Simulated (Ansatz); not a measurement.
**What CuF (model cell, started as layered BN type) distorts into**

Which phase does CuF (model cell, started as layered BN type) fall into along its unstable mode, and how much energy does it gain?

Calculated with Ansatz 0.2.0; DFT PBE, scalar-relativistic, plane waves, PAW.

The structure was built from a prototype and need not be the compound's stable phase.

### 1. The starting structure

The structure is hexagonal, space group P6_3/mmc (No. 194). The conventional cell has a = 3.534 Å, b = 3.534 Å, c = 5.532 Å, α = 90.00°, β = 90.00°, γ = 120.00°. Nearest to Cu lie 3 F at 2.04 Å. Nearest to F lie 3 Cu at 2.04 Å. Farther neighbours and most contacts between anions are not listed.

### 2. Response at finite wavevector

The cell comes from relaxations at this level that are not shown. The mesh has a single point along some directions, so zone-edge points there are not solved. Linear response on a 3×3×1 q mesh gives force constants as far as a supercell of that size would.

The input, input.yaml:

```yaml
crystal:
  lattice:
    - [3.5336794622, 0.0, 0.0]
    - [-1.7668397311, 3.0602561831, 0.0]
    - [0.0, 0.0, 5.532231747]
  atoms:
    - { symbol: Cu, position: [0.3333333333, 0.6666666667, 0.25] }
    - { symbol: Cu, position: [0.6666666667, 0.3333333333, 0.75] }
    - { symbol: F, position: [0.6666666667, 0.3333333333, 0.25] }
    - { symbol: F, position: [0.3333333333, 0.6666666667, 0.75] }
kpoints:
  mp_grid: { grid: [12, 12, 8] }
hamiltonian:
  xc: pbe
scf:
  occupations: { method: methfessel_paxton, width: 0.15 }
output:
  eigenvalues: true
phonons:
  method: dfpt
  qmesh: [3, 3, 1]
  temperatures: { t_max: 1000, t_step: 50 }
  qpath:
    path:
      - [[0.0, 0.0, 0.0], [0.5, 0.0, 0.0], [0.33333333, 0.33333333, 0.0], [0.0, 0.0, 0.0], [0.0, 0.0, 0.5], [0.5, 0.0, 0.5], [0.33333333, 0.33333333, 0.5], [0.0, 0.0, 0.5]]
      - [[0.5, 0.0, 0.5], [0.5, 0.0, 0.0]]
      - [[0.33333333, 0.33333333, 0.5], [0.33333333, 0.33333333, 0.0]]
    npoints: 10
```

Command:

```
ansatz run input.yaml --threads 4 --pin off --max-ram 7168MiB --backend cpu --events-out ev --progress --plain --runs-dir out
```

Numbers of over 12 decimals in the logs are rounded to 6 here.

The log of the run:

```text
Engine: ansatz 0.2.0, aarch64-unknown-linux-gnu
Pseudopotentials: kind: paw
Pseudopotential: Cu, paw, valence charge 19, recommended cutoff 420 eV (normal), Cu.paw.azcp
Pseudopotential: F, paw, valence charge 7, recommended cutoff 420 eV (normal), F.paw.azcp
Functional definition: PBE
  parameter kappa = 0.804
  parameter beta = 0.066725
  exchange = pbe_x(kappa = kappa, mu = beta*pi^2/3)
  correlation = pbe_c(beta = beta)
Crystal: 4 atoms, lattice volume = 59.825 Å³
Basis set: ecut = 420 eV, 1141 PW (Γ), exchange–correlation on 48×48×80 points (8 copies of the dense FFT grid, shifted against one another)
Bands: 32, of which v1, the nominal top of the filled ones, is band 26 counted from 1 (25 counted from 0)
Symmetry: 24 space group operations
k-points: 95 of 1152
Non-local potential: Cu, projectors of the file, l = 0: 3, l = 1: 2, l = 2: 3, l = 3: 1
Non-local potential: F, projectors of the file, l = 0: 2, l = 1: 2, l = 2: 1
PAW form: soft (Blöchl's): semilocal exchange-correlation on the pseudo side does not see the compensation charge
PAW one-centre angular grid: Cu, 590 points (default); XC on 64 Gauss nodes
PAW one-centre angular grid: F, 110 points (default); XC on 64 Gauss nodes
Initial density: superposition of atomic densities (neutral atoms: chi_scale 0, normalization atom), corrected by the library's trained network
Initial wavefunctions: pseudopotential atomic-orbital guess
Functional: x = pbe(κ = 0.804, μ = 0.219515), c = pbe(β = 0.066725)
SCF iter   1: F=—  HF=-14864.640037 eV  |F-HF|=—  |Δ(HF+E_count)|=         —  Δρ=4.25e-3  dr2=6.92e-3  ethr=1.77e-3  ⟨swp⟩=5.0  Hψ=11024  notcnv=0
preconditioner: auto → LDOS  [metal: Δε(μ)=0.004 eV  Ē_g=11.370 eV  σ=0.150 eV  W_gap=0.02  n_scr=22 (ndim 8)  ℏωp=28.8 eV  f_vac=0.192  D(μ)=2.73/eV (n_scr^D=22)  β→1.0]
SCF iter   2: F=—  HF=-14864.642968 eV  |F-HF|=—  |Δ(HF+E_count)|=   2.93e-3  S|Δr|=    0.00e0  Δρ=5.98e-3  dr2=1.20e-2  ethr=1.33e-5  ⟨swp⟩=2.0  Hψ=5547  notcnv=0
SCF iter   3: F=—  HF=-14864.640602 eV  |F-HF|=—  |Δ(HF+E_count)|=   2.37e-3  S|Δr|=    0.00e0  Δρ=2.90e-3  dr2=2.73e-3  ethr=1.33e-5  ⟨swp⟩=2.0  Hψ=5197  notcnv=0
SCF iter   4: F=—  HF=-14864.639947 eV  |F-HF|=—  |Δ(HF+E_count)|=   6.55e-4  S|Δr|=    0.00e0  Δρ=8.10e-4  dr2=2.11e-4  ethr=5.25e-6  ⟨swp⟩=2.0  Hψ=3858  notcnv=0
SCF iter   5: F=—  HF=-14864.639904 eV  |F-HF|=—  |Δ(HF+E_count)|=   4.26e-5  S|Δr|=    0.00e0  Δρ=1.38e-4  dr2=6.78e-6  ethr=4.05e-7  ⟨swp⟩=2.0  Hψ=3875  notcnv=0
SCF iter   6: F=—  HF=-14864.639911 eV  |F-HF|=—  |Δ(HF+E_count)|=   7.26e-6  S|Δr|=    0.00e0  Δρ=2.97e-5  dr2=3.46e-7  ethr=1.30e-8  ⟨swp⟩=2.0  Hψ=3943  notcnv=0
SCF iter   7: F=—  HF=-14864.639909 eV  |F-HF|=—  |Δ(HF+E_count)|=   2.05e-6  S|Δr|=    0.00e0  Δρ=8.90e-6  dr2=3.05e-8  ethr=6.65e-10  ⟨swp⟩=2.5  Hψ=4388  notcnv=0
SCF iter   8: F=—  HF=-14864.639909 eV  |F-HF|=—  |Δ(HF+E_count)|=   2.76e-9  S|Δr|=    0.00e0  Δρ=1.70e-6  dr2=1.19e-9  ethr=5.87e-11  ⟨swp⟩=2.0  Hψ=3855  notcnv=0
SCF iter   9: F=-14864.639909 eV  HF=-14864.639909 eV  |F-HF|=1.82e-12  |Δ(HF+E_count)|=  2.36e-11  S|Δr|=    0.00e0  Δρ=1.19e-7  dr2=6.41e-12  ethr=1.00e-12  ⟨swp⟩=7.6  Hψ=16733  notcnv=0
SCF 1 converged in 9 iterations: F = -14864.639909 eV  dr2 = 6.41e-12
  greatest PAW one-centre occupation: 1.000 electrons in one spin orbital (limit 2), on the Cu atom at site 1 (counted from 0), in its partial waves of l = 0
phonons: the bands overlap, so this run is a metal and interpolates without the dipole-dipole term. If the crystal is really an insulator or semiconductor, its LO-TO splitting is missing
NSCF: frozen V_eff on 95 k-points
NSCF: frozen V_eff on 215 k-points
DFPT response loops at q = (0, 0, 0) (fractional): preconditioner auto → none (partly filled bands, converged f_vac=0.188); β = 0.50; Broyden in place of MSR1
NSCF: frozen V_eff on 780 k-points
DFPT response loops at q = (0, 0.333333, 0) (fractional): mixed as the last ones told, above
NSCF: frozen V_eff on 780 k-points
DFPT response loops at q = (0.333333, 0.333333, 0) (fractional): mixed as the last ones told, above
SCF converged after 9 iterations
Stability not checked: this state was not tested for a lower state beside it, because cold or Methfessel-Paxton smearing, or corrected tetrahedra, fill the levels in a way that the test cannot read (fill_not_monotonic; see scf.lower_state_search)
Free energy (F): -14864.639909 eV
Harris-Foulkes:  -14864.639909 eV  (|F-HF|=1.82e-12)
Internal energy: -14864.637948 eV  (E = F + TS)
E sigma→0 (E₀):  -14864.639419 eV
Entropy (-TS):   -0.001962 eV (-0.490 meV/atom)
Fermi energy:    6.965859 eV
--- Per-component energies (eV) ---
  E_band       = -1089.227668
  E_kinetic    = 1009.975309
  E_local      = -11777.199231  (includes V_loc(G=0)·N_el)
  E_nonlocal   = 971.390546
  E_hartree    = 5117.493160
  E_xc         = -330.087671
  E_vxc        = -423.982218  (∫ρ·V_xc dr)
  E_paw        = -3763.825172  (= ΣΔE_a)
  E_vpaw       = -1104.403347  (= ΣTr[D̂ρ^β])
  E_aug_tail   = 0.004697  (compensation charges beyond the density's cutoff)
  E_ewald      = -6092.389585
  E_smearing   = -0.001962  (= −TS)
  E_closure    = 0.000000  (closes the sum)
  Σ components = -14864.639909   (vs F -14864.639909, Δ=0.00e0)
--- Band table (eV; the first three rows and the last of 95) ---
  k-point 0: bands = [... 22 lower, 6.2047, 6.9657, 6.9657, 6.9803, 6.9803, 10.0109, 11.3243, 18.3229, ... 2 higher]
  k-point 1: bands = [... 22 lower, 6.2195, 6.9662, 6.9662, 6.9796, 6.9796, 9.5491, 11.8452, 18.3157, ... 2 higher]
  k-point 2: bands = [... 22 lower, 6.2898, 6.9675, 6.9675, 6.9778, 6.9778, 8.7750, 12.8040, 18.1119, ... 2 higher]
  k-point 94: bands = [... 22 lower, 6.2499, 6.2499, 6.2595, 6.2595, 12.1391, 12.1391, 12.6418, 12.6418, ... 2 higher]
--- Phonons (Γ-DFPT): 4 representative perturbations + reference (Σ response iterations 13) ---
  ASR residual: 3.570e-4 → 0.000e0 eV/Å²; symmetrization residual: 1.653e-6 eV/Å²
  ASR residual per site (eV/Å²): 3.57e-4 3.57e-4 3.51e-4 3.51e-4
  Γ frequencies (cm⁻¹): -56.43 -56.43 -44.05 -44.05 -5.09 0.00 0.00 0.00 63.98 72.69 72.69 101.80
--- Phonons (arbitrary-q DFPT): 3 irreducible q on the 3×3×1 mesh ---
  q = [0.0000, 0.0000, 0.0000] (star 1, of the zone-centre solve; hermiticity 8.25e-6, symmetrization 7.32e-11): -56.43 -56.43 -44.05 -44.05 -5.09 -0.00 -0.00 0.00 63.98 72.69 72.69 101.80
  q = [0.0000, 0.3333, 0.0000] (star 6, 6 solved perturbations on 390 of 1152 k-point pairs; hermiticity 1.25e-6, symmetrization 6.56e-8): -81.34 -62.47 -47.05 -31.94 50.81 73.14 95.15 113.36 250.10 260.54 277.51 288.64
  q = [0.3333, 0.3333, 0.0000] (star 2, 4 solved perturbations in 1090 linear systems a pass and spin channel, the states on 390 of 1152 k-point pairs; hermiticity 1.24e-5, symmetrization 4.57e-6): -105.51 -75.84 -55.38 -55.38 54.95 54.95 151.70 151.70 304.05 304.05 308.98 311.22
  sum rule: each row above includes the acoustic sum rule's correction from the zone centre's row sums; it moved no ω² by more than (2.24 cm⁻¹)²
  mesh force constants: q→R imaginary residual 0.00e0; ASR residual 3.570e-4 → 0.000e0 eV/Å²; symmetrization residual 2.665e-15 eV/Å²
  interpolated dispersion: 93 rows × 12 modes
  density of states and harmonic sums: on the 21×21×11 q-mesh, interpolated from the force constants of a 3×3×1 supercell (no non-analytic term)
  largest difference from the sums on the solved wave vectors: F 1.94e-1 eV, S 2.51e-4 and C_V 5.70e-5 eV/K
  zero-point energy: 0.084157 eV/cell   skipped modes (ω ≤ 0): 1117, of them read as no rigid motion or as one in doubt: 1114 (3.782e0 modes/cell left out, lowest -105.51 cm⁻¹)   left out of the sums: 3.15e-1 of the cell's modes: C_V's classical limit lies that fraction below 3 k_B per atom; for a crystal, a wire or a layer, F and S can be off by more, and a phonons.interpolated_qmesh denser along its periods is the remedy for the sampling
```

Run time: 3.5 min. Hardware: 4 threads of Arm Neoverse V2, shared host; peak memory 1.9 GiB.

In the SCF lines HF is the Harris–Foulkes energy and dr2 the Hartree energy of the density residual, in eV; the loop may stop once dr2 is under the threshold and the program's other checks hold. Hψ counts applications of the Hamiltonian.

This run has no spin polarisation, although Cu can carry a moment.

Numbers from this step:

```yaml
volume_per_atom: 14.96 Å³
gap_on_the_k_mesh: 0 eV
sum_rule_residual_before_enforcement: 3.57e-4 eV/Å²
point_group: 6/mmm
highest_optical_mode_at_the_zone_centre_no_lo_to_term: 101.8 cm⁻¹
lowest_optical_zone_centre_mode: -56.43 cm⁻¹
lowest_mode_on_the_q_mesh_acoustic_modes_at_gamma_apart: -105.5 cm⁻¹
highest_frequency_at_a_solved_wavevector_no_lo_to_term_at_gamma: 311.2 cm⁻¹
```

Frequencies (cm⁻¹) solved at each irreducible wavevector; negative means imaginary. Frequencies by wavevector, by row:

```csv
q in reciprocal lattice units,star,mode 1,mode 2,mode 3,mode 4,mode 10,mode 11,mode 12
0 0 0,1,-56.4,-56.4,-44,-44,72.7,72.7,101.8
0 0.3333 0,6,-81.3,-62.5,-47,-31.9,260.5,277.5,288.6
0.3333 0.3333 0,2,-105.5,-75.8,-55.4,-55.4,304.1,309,311.2
```

Symmetry leaves 3 wavevectors to solve. The lowest mode among them, the acoustic zeros apart, lies at q = (0.333, 0.333, 0) and is imaginary, 105.5i cm⁻¹, so the energy falls along it.

### 3. The mode frozen in, largest atomic shift 0 Å

The mode followed lies at q = (0.333, 0.333, 0) with frequency 105.5i cm⁻¹, the softest among the wavevectors solved. At small amplitude the distorted cell has space group no. 193 by a symmetry search on the positions. The undistorted cell that holds it gives the zero of energy on the same k mesh.

System of this step: CuF (model cell, started as layered BN type). It takes space group P6_3/mmc (No. 194, hexagonal). The conventional cell has a = 3.534 Å, b = 3.534 Å, c = 5.532 Å, α = 90.00°, β = 90.00°, γ = 120.00°. Nearest to Cu lie 3 F at 2.04 Å. Nearest to F lie 3 Cu at 2.04 Å. Farther neighbours and most contacts between anions are not listed.

The input, input.yaml:

```yaml
crystal:
  lattice:
    - [0.0, 0.0, -5.532231747]
    - [0.0, -6.1205123662, 0.0]
    - [-5.3005191933, -3.0602561831, 0.0]
  atoms:
    - { symbol: Cu, position: [0.75, 0.3333333333, 0.6666666667] }
    - { symbol: Cu, position: [0.75, 1.0, 0.3333333333] }
    - { symbol: Cu, position: [0.75, 0.6666666667, 1.0] }
    - { symbol: Cu, position: [0.25, 0.6666666667, 0.3333333333] }
    - { symbol: Cu, position: [0.25, 0.3333333333, 0.0] }
    - { symbol: Cu, position: [0.25, 1.0, 0.6666666667] }
    - { symbol: F, position: [0.75, 0.6666666667, 0.3333333333] }
    - { symbol: F, position: [0.75, 0.3333333333, 0.0] }
    - { symbol: F, position: [0.75, 1.0, 0.6666666667] }
    - { symbol: F, position: [0.25, 0.3333333333, 0.6666666667] }
    - { symbol: F, position: [0.25, 1.0, 0.3333333333] }
    - { symbol: F, position: [0.25, 0.6666666667, 1.0] }
kpoints:
  mp_grid: { grid: [6, 6, 6] }
hamiltonian:
  xc: pbe
scf:
  occupations: { method: methfessel_paxton, width: 0.15 }
output:
  forces: true
  stress: true
  eigenvalues: true
```

The log of the run:

```text
[...]
Crystal: 12 atoms, lattice volume = 179.476 Å³
Basis set: ecut = 420 eV, 3505 PW (Γ), exchange–correlation on 80×90×90 points (8 copies of the dense FFT grid, shifted against one another)
Bands: 94, of which v1, the nominal top of the filled ones, is band 78 counted from 1 (77 counted from 0)
Symmetry: 72 space group operations
[...]
k-points: 28 of 216
[...]
k-point 0: bands = [... 74 lower, 6.2688, 6.9715, 6.9715, 6.9863, 6.9863, 10.0123, 11.3249, 11.4091, ... 12 higher]
  k-point 1: bands = [... 74 lower, 6.3312, 6.9002, 6.9074, 6.9231, 6.9520, 10.2169, 10.3332, 10.7727, ... 12 higher]
  k-point 2: bands = [... 74 lower, 6.5003, 6.6971, 6.7333, 6.7734, 7.1264, 9.0804, 10.2887, 10.7874, ... 12 higher]
  k-point 27: bands = [... 74 lower, 6.5340, 6.5340, 6.5340, 6.5340, 9.3263, 9.3263, 9.3263, 9.3263, ... 12 higher]
[key lines of the parts left out:]
SCF converged after 7 iterations
Free energy (F): -44593.920000 eV
Fermi energy:    6.974009 eV
P = ⅓ Tr σ = 0.0062 GPa (0.062 kbar)
```

Wall time 6.3 s (4 threads); peak memory 0.82 GiB; 25 s of CPU time.

This step gave:

| Property | Result |
| --- | --- |
| pressure | 0.006202 GPa |
| energy from the undistorted cell | 0 meV/atom |

The run ends at a pressure of 0.01 GPa.

### 4. The mode frozen in, largest atomic shift 0.45 Å

The atoms are moved along the unstable eigenvector, the largest shift by 0.45 Å, with the cell fixed.

The input, input.yaml:

```yaml
crystal:
  lattice:
    - [0.0, 0.0, -5.532231747]
    - [0.0, -6.1205123662, 0.0]
    - [-5.3005191933, -3.0602561831, 0.0]
  atoms:
    - { symbol: Cu, position: [0.75, 0.3333349066, 0.59314365] }
    - { symbol: Cu, position: [0.75, 1.0735230167, 0.3333317601] }
    - { symbol: Cu, position: [0.75, 0.5931447439, 1.0735245899] }
    - { symbol: Cu, position: [0.25, 0.59314365, 0.3333349066] }
    - { symbol: Cu, position: [0.25, 0.3333370943, 0.0735203495] }
    - { symbol: Cu, position: [0.25, 1.0735245899, 0.5931447439] }
    - { symbol: F, position: [0.75, 0.7267667028, 0.3333321412] }
    - { symbol: F, position: [0.75, 0.3333301652, -0.0600978558] }
    - { symbol: F, position: [0.75, 0.9398987717, 0.7267657148] }
    - { symbol: F, position: [0.25, 0.3333321412, 0.7267667028] }
    - { symbol: F, position: [0.25, 0.9398999639, 0.3333345255] }
    - { symbol: F, position: [0.25, 0.7267657148, 0.9398987717] }
kpoints:
  mp_grid: { grid: [6, 6, 6] }
hamiltonian:
  xc: pbe
scf:
  occupations: { method: methfessel_paxton, width: 0.15 }
output:
  forces: true
  stress: true
  eigenvalues: true
```

The log of the run:

```text
[...]
k-point 0: bands = [... 74 lower, 5.7275, 5.7275, 5.7443, 5.7443, 6.1885, 9.1526, 9.9312, 10.5416, ... 12 higher]
  k-point 1: bands = [... 74 lower, 5.6947, 5.8056, 5.8174, 5.9036, 6.3458, 9.2569, 9.6763, 9.8619, ... 12 higher]
  k-point 2: bands = [... 74 lower, 5.7078, 5.9111, 6.0074, 6.0846, 6.6309, 8.6189, 9.4131, 9.7255, ... 12 higher]
  k-point 27: bands = [... 74 lower, 6.0438, 6.0438, 6.0438, 6.0438, 7.2006, 7.2006, 9.5940, 9.5940, ... 12 higher]
[key lines of the parts left out:]
SCF converged after 8 iterations
Free energy (F): -44595.382039 eV
Fermi energy:    6.219752 eV
P = ⅓ Tr σ = -7.3681 GPa (-73.681 kbar)
```

Run time: 8 s. Hardware: 4 threads; peak memory 0.82 GiB; 31 s of CPU time.

Numbers from this step:

| Quantity | Value |
| --- | --- |
| pressure | -7.368 GPa |
| energy from the undistorted cell | -122.4 meV/atom |

The energy, extrapolated to zero smearing, is -122.36 meV/atom against the undistorted cell.

The run ends at a pressure of -7.37 GPa, with forces up to 0.64 eV/Å.

### 5. Energy along the mode, all amplitudes (two of the runs are shown above)

An imaginary frequency means negative curvature, so the energy should fall and then rise again as anharmonic terms take over.

Numbers from this step:

| Property | Result |
| --- | --- |
| depth at the lowest point sampled | 122.4 meV/atom |
| largest atomic shift at that point | 0.45 Å |

Energy from the parent against largest shift of an atom, one sign:

```csv
"largest shift of an atom, one sign (Å)",energy from the parent (meV/atom)
0.000,0
0.040,-1.35
0.080,-5.60
0.140,-17.3
0.220,-42.3
0.320,-83.2
0.450,-122
0.600,-98.0
```

Displacement at unit largest shift by atom:

```csv
atom,x (Å),y (Å),z (Å),size
Cu1,0.87,0.50,0.00,1.00
Cu2,0.00,-1.00,0.00,1.00
Cu3,-0.87,0.50,0.00,1.00
Cu4,0.00,1.00,0.00,1.00
Cu5,-0.87,-0.50,0.00,1.00
Cu6,0.87,-0.50,0.00,1.00
F7,0.00,-0.82,0.00,0.82
F8,0.71,0.41,0.00,0.82
F9,-0.71,0.41,0.00,0.82
F10,-0.71,-0.41,0.00,0.82
F11,0.00,0.82,0.00,0.82
F12,0.71,-0.41,0.00,0.82
```

The lowest of the steps tried is at 0.45 Å, 122 meV/atom below the parent; the bottom of the well need not coincide with a step.

(Continued in part 2 of 2.)

[Logs are printed without paths, hosts, clocks, repeated set-up lines and the standing remarks that a program may print on its own settings, such as how far it seeks lower states.]

[Hosts, paths, dates, database ids (printed as entryN), source tags and the programs' standing remarks are cut or masked in the printed files.]
